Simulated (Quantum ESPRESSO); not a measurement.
# Gap and tunnelling decay at a withheld lattice constant: KZnF3, cubic perovskite type

**Set-up.** Quantum ESPRESSO 7.5 (pw.x, pwcond.x with ikind = 0), PBE, GBRV ultrasoft, cubic crystals. κ is the slowest decay along [001] at mid-gap among three points across the current.

| a (Å) | gap on the mesh (eV) | κ (1/Å) |
| --- | --- | --- |
| 3.930 | 4.104 | 0.445 |
| 4.055 | 3.843 | 0.423 |
| 4.180 | 3.604 | 0.403 |
| 4.431 | 3.125 | 0.358 |

To predict: What are gap and κ at a = 4.306 Å?

**Worked estimate.** A line through the rows at 4.180 and 4.431 Å gives a gap of 3.604 + 0.502 × (3.125 − 3.604) = 3.36 eV and κ = 0.380 1/Å. The two-band model κ = 0.5123 √(m* E_g/4) needs m* = 0.687 at 4.180 Å; with that mass and the new gap, κ = 0.389 1/Å.

What the calculation gave: The gap is 3.367 eV and κ = 0.381 1/Å. The line misses the gap by −0.003 eV and κ by −0.2 %; the two-band estimate misses κ by +2.2 %.

**Limits.** The structure type is imposed. Local and semilocal gaps and decay constants are too small; no spin-orbit coupling. For an indirect gap m* is a fitting number alone.
